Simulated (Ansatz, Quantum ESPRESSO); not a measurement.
**Si (diamond): bulk modulus from a few volumes**

How stiff is diamond Si under hydrostatic load? Each row scales the relaxed cell evenly and relaxes the atoms. The phase is followed to these pressures whether or not it stays the stable one.

Calculated with Quantum ESPRESSO 7.5, PBEsol, GBRV 1.5 ultrasoft potentials, cutoff 680 eV, Fermi–Dirac smearing 0.02 eV, k-mesh 9×9×9, no spin polarisation, no spin-orbit coupling.

Reference cell, relaxed at zero pressure with PBEsol (Fd-3m): a = 3.8411 Å, b = 3.8411 Å, c = 3.8411 Å, α = 60.00°, β = 60.00°, γ = 60.00°.

```
atom       x       y       z
  Si  0.5000  0.5000  0.5000
  Si  0.7500  0.7500  0.7500
```

```csv
V (Å³/atom),V/V0,P (GPa),E − E0 (meV/atom)
18.8346,0.9400,6.620,23.6
19.2353,0.9600,4.179,10.1
20.4375,1.0200,−1.784,2.3
20.8382,1.0400,−3.388,8.8
21.2390,1.0600,−4.829,19.1
```

V0 = 20.0368 Å³ an atom, where the residual pressure P0 is −0.001 GPa. **Question.** Fit the Birch–Murnaghan law and give the pressure and the energy at V = 19.6360 Å³ an atom, a row left out above.

With the Eulerian strain f = ½[(V0/V)^(2/3) − 1] and F = (P − P0)/[3f(1 + 2f)^(5/2)], the third-order law is the line F = B0 + (3/2) B0 (B′ − 4) f.

```csv
f,F (GPa)
0.02106,94.54
0.01379,94.36
−0.00656,93.68
−0.01290,93.41
−0.01905,93.09
```

A straight line through the 5 rows: the means are −0.000732 for f and 93.816 for F, Σ(Δx)² = 0.001203 and ΣΔxΔy = 0.04271, so the slope is 0.04271/0.001203 = 35.492 and the intercept 93.816 − (35.492)(−0.000732) = 93.842.

Hence B0 = 93.8 GPa and B′ = 4 + (35.5)/(1.5 × 93.8) = 4.25. For the withheld volume f = 0.00678, F = 94.08 GPa and P = 1.98 GPa. The run itself gives 1.98 GPa, so the estimate misses by 0.00 GPa, a rounding's worth.

Integrating the same law gives E − E0 = (9/2) B0 V0 f²[1 + (B′ − 4) f] + P0(V0 − V), with 1 GPa Å³ = 6.2415 meV: 2.4 meV an atom. The run itself gives 2.4 meV, so the estimate misses by 0.0 meV, a rounding's worth.

The same fit over all rows at other levels or in other programs gives B0 = 97 GPa with r2SCAN (Ansatz), 93 GPa with PBEsol (Quantum ESPRESSO, PseudoDojo) and 97 GPa with LDA (Quantum ESPRESSO, GBRV).

Measured volume: 20.023 Å³ an atom (doi:10.1107/S0021889875010965, 298.15 K), so V0 is +0.1 % off. A stiffness follows the volume as d ln B/d ln V = −B′, which moves B0 by about 0 % when it is taken at the measured volume.

Measured bulk modulus: 97.6 GPa (arxiv:1007.2730), against 94 GPa here (−4 %).

The calculation is for a static lattice, while measurements hold thermal and zero-point motion.

[Logs are printed without paths, hosts, clocks, repeated set-up lines and the standing remarks that a program may print on its own settings, such as how far it seeks lower states.]
